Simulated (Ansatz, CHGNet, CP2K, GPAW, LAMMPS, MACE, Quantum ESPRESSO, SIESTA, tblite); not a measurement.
# Running amorphous Ge (61 atoms) with SIESTA

Aim: run amorphous Ge (61 atoms) in SIESTA and see how near its forces come to a plane-wave reference, and at what cost.

Method: the method is named at each step, in SIESTA 5.4.2.

**1. Set-up**

The cell holds 61 atoms: 61 Ge. Its edges and angles: a = 10.650 Å, b = 10.650 Å, c = 10.650 Å, α = 90.0°, β = 90.0°, γ = 90.0°. 61 atoms (61 Ge) placed at random at 6.09 g/cm³, melted at 3500 K for 10 ps at fixed volume with the Tersoff potential (Tersoff, Phys. Rev. B 39, 5566 (1989)). Quenched from 3500 K to 100 K at 5 K/ps and fixed volume, held 5 ps, then minimised at fixed cell.

The yardstick, on the same geometry:

| Property | Result |
| --- | --- |
| method | Kohn-Sham DFT, PBE, PAW, plane waves (Ansatz 0.2.0); cutoff 420 eV, Γ point, fermi-dirac smearing of 0.05 eV; PAW set soft_2 |
| r.m.s. force component | 0.2802 eV/Å |
| longest force | 0.913 eV/Å |
| pressure | 9.541 GPa |
| SCF cycles | 9 |
| time | 27 s on 4 threads of Arm Neoverse V1, shared host |
| CPU time | 1.7 min |

**2. PBE, DZP, shift 0.01 Ry, mesh 300 Ry**

Method: Kohn-Sham DFT, PBE, PseudoDojo 0.4.1 norm-conserving pseudopotentials (converted to PSML), numerical atomic orbitals (DZP), diagonalisation.

The .psml files are PseudoDojo norm-conserving potentials that we converted to this format, checked against plane waves on the same files for H, C, O, Si, Ge and Ca alone.

input.fdf

```
SystemLabel cell
NumberOfAtoms 61
NumberOfSpecies 1
%block ChemicalSpeciesLabel
  1 32 Ge
%endblock ChemicalSpeciesLabel
LatticeConstant 1.0 Ang
%block LatticeVectors
  10.64970 0.00000 0.00000
  0.00000 10.64970 0.00000
  0.00000 0.00000 10.64970
%endblock LatticeVectors
PAO.BasisSize DZP
PAO.EnergyShift 0.01 Ry
XC.Functional GGA
XC.Authors PBE
MeshCutoff 300 Ry
%block kgrid_Monkhorst_Pack
  1 0 0 0.0
  0 1 0 0.0
  0 0 1 0.0
%endblock kgrid_Monkhorst_Pack
SolutionMethod diagon
OccupationFunction FD
ElectronicTemperature 580 K
SCF.Mixer.Method Pulay
SCF.Mixer.Weight 0.05
SCF.Mixer.History 8
SCF.Mix Hamiltonian
MaxSCFIterations 300
SCF.DM.Tolerance 1e-04
SCF.H.Tolerance 1.0e-3 eV
WriteForces T
Write.HirshfeldPop T
Write.VoronoiPop T
Write.DM F
Write.H F
XML.Write F
AtomicCoordinatesFormat Fractional
%block AtomicCoordinatesAndAtomicSpecies
  0.01819 0.34653 0.91139 1
  0.53853 0.49839 0.51182 1
  0.66378 0.06235 0.32431 1
  0.71441 0.29075 0.30579 1
  0.24738 0.45256 0.14132 1
  0.55598 0.84498 0.32634 1
  0.50263 0.37607 0.71747 1
  0.84536 0.16326 0.75866 1
  0.23563 0.85438 0.25818 1
  0.88142 0.40314 0.71048 1
  0.87185 0.94142 0.26252 1
  0.57758 0.25812 0.98692 1
  0.02656 0.13718 0.19636 1
  0.78292 0.32426 0.08891 1
  0.49691 0.12870 0.16326 1
  0.74431 0.61022 0.51129 1
  0.24071 0.54509 0.66951 1
  0.98621 0.17965 0.43121 1
  0.22621 0.67554 0.02872 1
  0.06441 0.17278 0.65284 1
  0.82528 0.74318 0.91963 1
  0.98158 0.93292 0.47189 1
  0.58525 0.04328 0.54889 1
  0.15886 0.33746 0.42682 1
  0.33382 0.26756 0.28165 1
  0.96500 0.69376 0.50871 1
  0.25064 0.06660 0.14914 1
  0.01730 0.58920 0.94906 1
  0.37035 0.14877 0.49146 1
  0.54491 0.93846 0.05094 1
  0.43288 0.84859 0.52581 1
  0.35973 0.63257 0.50046 1
  0.69307 0.50780 0.78798 1
  0.02767 0.60307 0.71047 1
  0.85840 0.38744 0.46835 1
  0.98285 0.83536 0.76316 1
  0.70312 0.73561 0.71269 1
  0.76908 0.92669 0.04690 1
  0.52033 0.40644 0.30483 1
  0.47020 0.99235 0.85013 1
  0.16361 0.97044 0.69584 1
  0.52067 0.55016 0.12194 1
  0.48617 0.79531 0.74296 1
  0.40842 0.42294 0.95143 1
  0.23255 0.95640 0.47348 1
  0.04127 0.80919 0.13796 1
  0.80862 0.95104 0.63882 1
  0.23262 0.28078 0.86730 1
  0.89139 0.13259 0.98679 1
  0.04538 0.95338 0.96038 1
  0.23830 0.62188 0.31367 1
  0.26822 0.31424 0.64068 1
  0.72367 0.54209 0.01928 1
  0.42881 0.76472 0.14642 1
  0.02968 0.52524 0.35867 1
  0.75470 0.72964 0.31115 1
[... 1 atom lines left out ...]
  0.35817 0.62869 0.84103 1
  0.25522 0.05602 0.90603 1
  0.60390 0.16598 0.76049 1
  0.90408 0.60953 0.16548 1
%endblock AtomicCoordinatesAndAtomicSpecies
```

Command:

```sh
$ OMP_NUM_THREADS=1 siesta < input.fdf > output.txt
```

The log of the run:

```text
Version         : 5.4.2
reinit: System Name:
reinit: System Label: cell
initatom: Reading input for the pseudopotentials and atomic orbitals ----------
Species number:   1 Atomic number:   32 Label: Ge
Ground state valence configuration (from tables):   4s02  4p02  4d00  4f00
---- Processing specs for species: Ge
GGA--PBE XC_GGA_X_PBE--XC_GGA_C_PBE pb
Semicore shell(s) with 10 electrons included in the valence for Ge
Semicore shell(s): 3d
Fallback to non-perturbative polarization scheme for Ge
Please see the manual if this is not desired in principle
Ge pseudopotential only contains V_ls up to l=2 -- lmxkb reset.
Using PAO.SplitTailNorm
%block ChemicalSpeciesLabel
    1   32 Ge                      # Species index, atomic number, species label
%endblock ChemicalSpeciesLabel
%block PAO.Basis                 # Define Basis set
Ge                    4                    # Species label, number of l-shells
 n=4   0   2                         # n, l, Nzeta
   5.264      3.748
   1.000      1.000
 n=4   1   2                         # n, l, Nzeta
   6.996      5.083
   1.000      1.000
 n=3   2   1                         # n, l, Nzeta
   2.782
   1.000
 n=4   2   1                         # n, l, Nzeta
   6.996
   1.000
%endblock PAO.Basis
coor:   Atomic-coordinates input format  =     Fractional
siesta: System type = bulk
initatomlists: Number of atoms, orbitals, and projectors:     61  1098  1098
siesta: ******************** Simulation parameters ****************************
Total number of electrons:   854.000000
Total ionic charge:   854.000000
 Kpoints in:            1 . Kpoints trimmed:            1
siesta: k-grid: Number of k-points = 1
siesta: k-points from Monkhorst-Pack grid
siesta: k-cutoff (effective) =     5.325 Ang
siesta: k-point supercell and displacements
siesta: k-grid:     1     0     0      0.000
siesta: k-grid:     0     1     0      0.000
siesta: k-grid:     0     0     1      0.000
                     ====================================
                        Single-point calculation
                     ====================================
outcell: Unit cell vectors (Ang):
       10.649700    0.000000    0.000000
        0.000000   10.649700    0.000000
        0.000000    0.000000   10.649700
outcell: Cell vector modules (Ang)   :   10.649700   10.649700   10.649700
outcell: Cell angles (23,13,12) (deg):     90.0000     90.0000     90.0000
outcell: Cell volume (Ang**3)        :   1207.8475
Gamma-point calculation with multiply-connected orbital pairs
Gamma-point calculation with multiply-connected orbital pairs
Folding of H and S implicitly performed
Folding of H and S implicitly performed
new_DM -- step:     1
Initializing Density Matrix...
Attempting to read DM from file... Failed...
DM filled with atomic data:
InitMesh: MESH = 120 x 120 x 120 = 1728000
InitMesh: Mesh cutoff (required, used) =   300.000   350.905 Ry
stepf: Fermi-Dirac step function
        iscf     Eharris(eV)        E_KS(eV)     FreeEng(eV)     dDmax    Ef(eV) dHmax(eV)
   scf:    1  -148101.100421  -148165.525392  -148165.723045  0.664287 -3.554948  4.382363
   scf:    2  -148166.674352  -148166.157825  -148166.363104  0.017679 -3.567454  3.335456
   scf:    3  -148167.215068  -148166.763156  -148166.980761  0.031318 -3.594283  2.061109
   scf:    4  -148167.978832  -148167.458813  -148167.694167  0.069745 -3.662726  1.226819
   scf:    5  -148167.957004  -148167.731586  -148167.976470  0.055906 -3.715590  0.620243
   scf:    6  -148167.837535  -148167.802869  -148168.049788  0.031422 -3.741845  0.309629
   scf:    7  -148167.813915  -148167.812267  -148168.060526  0.005210 -3.744055  0.205498
   scf:    8  -148167.828853  -148167.822918  -148168.069172  0.004598 -3.743362  0.078298
   scf:    9  -148167.824410  -148167.824172  -148168.070534  0.001309 -3.742140  0.038603
   scf:   10  -148167.825988  -148167.825231  -148168.070960  0.000714 -3.741232  0.030063
   scf:   11  -148167.826593  -148167.825994  -148168.071392  0.000924 -3.738959  0.016891
   scf:   12  -148167.826194  -148167.826095  -148168.071440  0.000210 -3.738448  0.015413
   scf:   13  -148167.826457  -148167.826291  -148168.071547  0.000714 -3.736601  0.006945
   scf:   14  -148167.826381  -148167.826339  -148168.071568  0.000262 -3.735790  0.005448
   scf:   15  -148167.826358  -148167.826349  -148168.071571  0.000049 -3.735565  0.005430
   scf:   16  -148167.826369  -148167.826360  -148168.071577  0.000177 -3.735145  0.003318
   scf:   17  -148167.826359  -148167.826359  -148168.071578  0.000137 -3.734942  0.001814
   scf:   18  -148167.826355  -148167.826357  -148168.071579  0.000086 -3.734838  0.001346
   scf:   19  -148167.826370  -148167.826364  -148168.071579  0.000042 -3.734760  0.000491
SCF Convergence by DM+H criterion
max |DM_out - DM_in|         :     0.0000420827
max |H_out - H_in|      (eV) :     0.0004912488
SCF cycle converged after 19 iterations
Using DM_out to compute the final energy and forces
siesta: E_KS(eV) =          -148167.8264
siesta: E_KS - E_eggbox =   -148167.8264
siesta: Atomic forces (eV/Ang):
     1   -0.130257    0.090071   -0.172275
     2    0.281887   -0.485499    0.530307
     3    0.360082   -0.037695    0.011808
     4   -0.042449   -0.015998    0.129419
     5   -0.434089    0.128165   -0.370703
     6    0.321626   -0.284406    0.387087
     7    0.445895    0.704756   -0.508341
     8   -0.557959   -0.751681    0.226486
     9   -0.191919    0.054686    0.688953
    10    0.270756    0.486305   -0.027727
    11   -0.720191    0.499844   -0.162059
    12    0.388490    0.218290    0.008278
[...]
57    0.298541   -0.255062    0.352801
    58    0.117682   -0.071642    0.258453
    59    0.528035   -0.326866   -0.126198
    60    0.375842    0.039574   -0.179669
    61   -0.608628    0.665879    0.625742
----------------------------------------
   Tot    0.003187    0.008869   -0.000243
----------------------------------------
   Max    0.769545
   Res    0.327887    sqrt( Sum f_i^2 / 3N )
----------------------------------------
   Max    0.769545    constrained
Stress tensor Voigt[x,y,z,yz,xz,xy] (kbar):     -133.05     -107.62     -137.26       -2.37       -2.48        3.93
(Free)E + p*V (eV/cell)  -148073.0996
Target enthalpy (eV/cell)  -148168.0716
siesta: Program's energy decomposition (eV):
siesta: Ebs     =    -19548.674554
siesta: Eions   =    148294.852537
siesta: Ena     =      2863.149050
siesta: Ekin    =    111481.983500
siesta: Enl     =    -78225.741700
siesta: DEna    =       268.537054
siesta: DUscf   =         8.342425
siesta: Ex      =    -34347.563062
siesta: Ec      =     -1921.681093
siesta: Exc     =    -36269.244155
siesta: Eharris =   -148167.826370
siesta: Etot    =   -148167.826364
siesta: FreeEng =   -148168.071579
siesta: Final energy (eV):
siesta:  Band Struct. =  -19548.674554
siesta:       Kinetic =  111481.983500
siesta:       Hartree =   42130.310662
siesta:         Exch. =  -34347.563062
siesta:         Corr. =   -1921.681093
siesta:   Exch.-corr. =  -36269.244155
siesta:  Ion-electron = -191068.767454
siesta:       Ion-ion =  -74442.108915
siesta:         Total = -148167.826364
siesta:         Fermi =      -3.734760
siesta: Stress tensor (static) (eV/Ang**3):
siesta:    -0.083044    0.002453   -0.001545
siesta:     0.002453   -0.067171   -0.001478
siesta:    -0.001545   -0.001478   -0.085672
siesta: Cell volume =       1207.847548 Ang**3
siesta: Pressure (static):
siesta:                Solid            Molecule  Units
siesta:           0.00085638          0.00092364  Ry/Bohr**3
siesta:           0.07862910          0.08480454  eV/Ang**3
siesta:         125.97770656        135.87185151  kBar
    Orbital volume contribution        =          48.982196 eV
    (Free)E + p_basis*V_orbitals       =     -148119.089383 eV
    (Free)Eharris+ p_basis*V_orbitals  =     -148119.089390 eV
Hirshfeld Atomic Populations:
Atom #   charge [q] valence [e]  Species
     1    -0.000516   14.000516  Ge
     2     0.000379   13.999621  Ge
     3    -0.013211   14.013211  Ge
     4    -0.010807   14.010807  Ge
     5     0.021809   13.978191  Ge
     6     0.019138   13.980862  Ge
     7     0.014555   13.985445  Ge
     8     0.002211   13.997789  Ge
     9     0.010717   13.989283  Ge
    10    -0.004407   14.004407  Ge
    11    -0.027516   14.027516  Ge
    12     0.014402   13.985598  Ge
[...]
--------------------
 Total     0.000057
Voronoi Atomic Populations:
Atom #   charge [q] valence [e]  Species
[...]
57     0.011444   13.988556  Ge
    58     0.006683   13.993317  Ge
    59    -0.012517   14.012517  Ge
    60     0.006081   13.993919  Ge
    61     0.017916   13.982084  Ge
--------------------
 Total     0.000057
```

Run time: 7.2 min. Hardware: 1 thread of Arm Neoverse V1, shared host; peak memory 1.4 GiB.

Banners, paths, timers and routine set-up lines are dropped from the logs unmarked, and long logs keep their key lines alone; longer cuts are marked.

Compared with the plane-wave run:

- r.m.s. force component: 0.3279 eV/Å
- r.m.s. difference of force components: 95.6 meV/Å
- longest difference of force vectors: 343.2 meV/Å
- force difference over r.m.s. force: 34.12 %
- slope of forces against the reference's: 1.127
- correlation of force components: 0.9627
- pressure: 12.6 GPa
- pressure difference: 3.057 GPa

This run lies far from the reference in forces at the same functional.

The surroundings of Ge42, picked at random, nearest first, numbered as they follow in the input and with coordinates relative to it.

| atom | x | y | z | distance (Å) | bonds | Hirshfeld charge (e) | Fx | Fy | Fz (eV/Å) |
| --- | --- | --- | --- | --- | --- | --- | --- | --- | --- |
| Ge42 | 0.00 | 0.00 | 0.00 | 0.00 | 4 | 0.03 | -0.12 | 0.20 | 0.59 |
| Ge53 | 2.16 | -0.09 | -1.09 | 2.42 | 5 | -0.01 | -0.04 | 0.12 | -0.40 |
| Ge39 | 0.00 | -1.53 | 1.95 | 2.48 | 4 | -0.01 | -0.13 | 0.08 | -0.17 |
| Ge54 | -0.98 | 2.28 | 0.26 | 2.50 | 5 | -0.01 | -0.15 | -0.58 | -0.07 |
| Ge44 | -1.20 | -1.35 | -1.82 | 2.56 | 6 | -0.02 | -0.16 | -0.16 | -0.12 |
| Ge5 | -2.91 | -1.04 | 0.21 | 3.10 | 5 | 0.02 | -0.43 | 0.13 | -0.37 |
| Ge12 | 0.61 | -3.11 | -1.44 | 3.48 | 4 | 0.01 | 0.39 | 0.22 | 0.01 |
| Ge19 | -3.14 | 1.34 | -0.99 | 3.55 | 5 | 0.00 | -0.40 | 0.77 | -0.35 |
| Ge58 | -1.73 | 0.84 | -2.99 | 3.56 | 4 | 0.01 | 0.12 | -0.07 | 0.26 |

Forces lie 34 % from the reference's, at 4.3 times its CPU time (on 1 against 4 cores).

**3. PBE, SZ, shift 0.01 Ry, mesh 300 Ry**

Method: Kohn-Sham DFT, PBE, PseudoDojo 0.4.1 norm-conserving pseudopotentials (converted to PSML), numerical atomic orbitals (SZ), diagonalisation.

Edit input.fdf of step 2 so:

```diff
@@ -12,3 +12,3 @@
 %endblock LatticeVectors
-PAO.BasisSize DZP
+PAO.BasisSize SZ
 PAO.EnergyShift 0.01 Ry
```

The log of the run:

```text
Version         : 5.4.2
reinit: System Name:
reinit: System Label: cell
initatom: Reading input for the pseudopotentials and atomic orbitals ----------
Species number:   1 Atomic number:   32 Label: Ge
Ground state valence configuration (from tables):   4s02  4p02  4d00  4f00
---- Processing specs for species: Ge
GGA--PBE XC_GGA_X_PBE--XC_GGA_C_PBE pb
Semicore shell(s) with 10 electrons included in the valence for Ge
Semicore shell(s): 3d
Ge pseudopotential only contains V_ls up to l=2 -- lmxkb reset.
Using PAO.SplitTailNorm
%block ChemicalSpeciesLabel
[... lines left out ...]
stepf: Fermi-Dirac step function
        iscf     Eharris(eV)        E_KS(eV)     FreeEng(eV)     dDmax    Ef(eV) dHmax(eV)
[... lines left out ...]
SCF Convergence by DM+H criterion
[... lines left out ...]
SCF cycle converged after 18 iterations
[... lines left out ...]
   Max    1.062576
[... lines left out ...]
   Max    1.062576    constrained
Stress tensor Voigt[x,y,z,yz,xz,xy] (kbar):     -185.64     -158.70     -196.54       -5.07       -3.84        4.29
[... lines left out ...]
siesta: FreeEng =   -148109.267553
[... lines left out ...]
siesta:       Kinetic =  112472.766359
siesta:       Hartree =   42552.859236
siesta:         Exch. =  -34457.266921
siesta:         Corr. =   -1925.477769
siesta:   Exch.-corr. =  -36382.744690
siesta:  Ion-electron = -192309.827016
siesta:       Ion-ion =  -74442.108915
siesta:         Total = -148109.055026
siesta:         Fermi =      -3.483395
siesta: Stress tensor (static) (eV/Ang**3):
siesta:    -0.115870    0.002677   -0.002394
siesta:     0.002677   -0.099052   -0.003165
siesta:    -0.002394   -0.003165   -0.122669
siesta: Cell volume =       1207.847548 Ang**3
siesta: Pressure (static):
siesta:                Solid            Molecule  Units
siesta:           0.00122561          0.00133089  Ry/Bohr**3
siesta:           0.11253013          0.12219635  eV/Ang**3
siesta:         180.29314515        195.78013809  kBar
    Orbital volume contribution        =          24.100273 eV
    (Free)E + p_basis*V_orbitals       =     -148085.167279 eV
    (Free)Eharris+ p_basis*V_orbitals  =     -148085.167296 eV
Hirshfeld Atomic Populations:
Atom #   charge [q] valence [e]  Species
     1    -0.007223   14.007223  Ge
     2     0.001216   13.998784  Ge
     3    -0.012978   14.012978  Ge
[...]
--------------------
 Total    -0.000026
Voronoi Atomic Populations:
Atom #   charge [q] valence [e]  Species
[...]
60     0.025099   13.974901  Ge
    61     0.022362   13.977638  Ge
--------------------
 Total    -0.000026
```

The job ended after 1.7 min (1 thread; peak memory 0.7 GiB).

Numbers from this run, and their distance from the reference:

```
r.m.s. force component                  : 0.4412 eV/Å
r.m.s. difference of force components   : 231.9 meV/Å
longest difference of force vectors     : 758.6 meV/Å
force difference over r.m.s. force      : 82.76 %
slope of forces against the reference's : 1.397
correlation of force components         : 0.8874
pressure                                : 18.03 GPa
pressure difference                     : 8.489 GPa
```

This is a coarse setting, run to see what it loses.

Against the first run (34 %), the force difference from the reference is 83 %, at 0.24 times the CPU time, with 549 basis functions against 1098: the smaller basis costs accuracy.

**4. PBE, TZP, shift 0.01 Ry, mesh 300 Ry**

Method: Kohn-Sham DFT, PBE, PseudoDojo 0.4.1 norm-conserving pseudopotentials (converted to PSML), numerical atomic orbitals (TZP), diagonalisation.

Edit input.fdf of step 3 so:

```diff
@@ -12,3 +12,3 @@
 %endblock LatticeVectors
-PAO.BasisSize SZ
+PAO.BasisSize TZP
 PAO.EnergyShift 0.01 Ry
```

Command:

```sh
$ OMP_NUM_THREADS=1 mpirun -np 2 siesta < input.fdf > output.txt
```

The log of the run:

```text
Version         : 5.4.2
reinit: System Name:
reinit: System Label: cell
initatom: Reading input for the pseudopotentials and atomic orbitals ----------
Species number:   1 Atomic number:   32 Label: Ge
Ground state valence configuration (from tables):   4s02  4p02  4d00  4f00
---- Processing specs for species: Ge
GGA--PBE XC_GGA_X_PBE--XC_GGA_C_PBE pb
Semicore shell(s) with 10 electrons included in the valence for Ge
Semicore shell(s): 3d
Fallback to non-perturbative polarization scheme for Ge
Please see the manual if this is not desired in principle
[... lines left out ...]
stepf: Fermi-Dirac step function
        iscf     Eharris(eV)        E_KS(eV)     FreeEng(eV)     dDmax    Ef(eV) dHmax(eV)
[... lines left out ...]
SCF Convergence by DM+H criterion
[... lines left out ...]
SCF cycle converged after 19 iterations
[... lines left out ...]
   Max    0.753267
[... lines left out ...]
   Max    0.753267    constrained
Stress tensor Voigt[x,y,z,yz,xz,xy] (kbar):     -125.41      -99.57     -129.01       -2.21       -2.65        4.53
[... lines left out ...]
siesta: FreeEng =   -148173.628774
[... lines left out ...]
siesta:       Kinetic =  111378.606660
siesta:       Hartree =   42090.192433
siesta:         Exch. =  -34337.317883
siesta:         Corr. =   -1921.293824
siesta:   Exch.-corr. =  -36258.611707
siesta:  Ion-electron = -190941.460828
siesta:       Ion-ion =  -74442.108915
siesta:         Total = -148173.382359
siesta:         Fermi =      -3.756741
siesta: Stress tensor (static) (eV/Ang**3):
siesta:    -0.078272    0.002827   -0.001652
siesta:     0.002827   -0.062144   -0.001380
siesta:    -0.001652   -0.001380   -0.080519
siesta: Cell volume =       1207.847548 Ang**3
siesta: Pressure (static):
siesta:                Solid            Molecule  Units
siesta:           0.00080210          0.00086695  Ry/Bohr**3
siesta:           0.07364524          0.07959941  eV/Ang**3
siesta:         117.99268960        127.53231170  kBar
    Orbital volume contribution        =          61.184097 eV
    (Free)E + p_basis*V_orbitals       =     -148112.444677 eV
    (Free)Eharris+ p_basis*V_orbitals  =     -148112.444684 eV
Hirshfeld Atomic Populations:
Atom #   charge [q] valence [e]  Species
     1    -0.000802   14.000802  Ge
     2     0.001087   13.998913  Ge
     3    -0.013469   14.013469  Ge
[...]
--------------------
 Total     0.000068
Voronoi Atomic Populations:
Atom #   charge [q] valence [e]  Species
[...]
60     0.005329   13.994671  Ge
    61     0.017273   13.982727  Ge
--------------------
 Total     0.000068
```

The job ended after 5.2 min (2 MPI ranks; peak memory 1.9 GiB; 10 min of CPU time).

Numbers from this run, and their distance from the reference:

```yaml
r_m_s_force_component: 0.3175 eV/Å
r_m_s_difference_of_force_components: 81.2 meV/Å
longest_difference_of_force_vectors: 289.8 meV/Å
force_difference_over_r_m_s_force: 28.98 %
slope_of_forces_against_the_reference_s: 1.1
correlation_of_force_components: 0.9708
pressure: 11.8 GPa
pressure_difference: 2.259 GPa
```

This run lies far from the reference in forces at the same functional.

Against the first run (34 %), the force difference from the reference is 29 %, at 1.4 times the CPU time (on 2 against 1 cores), with 1342 basis functions against 1098: the larger basis brings the forces nearer.

(Continued in part 2 of 2.)

[Also dropped from logs without a mark: logging warnings of Python, and SIESTA's first energy breakdown and zero terms.]

[Logs are printed without paths, hosts, clocks, repeated set-up lines and the standing remarks that a program may print on its own settings, such as how far it seeks lower states.]

[Hosts, paths, dates, database ids (printed as entryN), source tags and the programs' standing remarks are cut or masked in the printed files.]
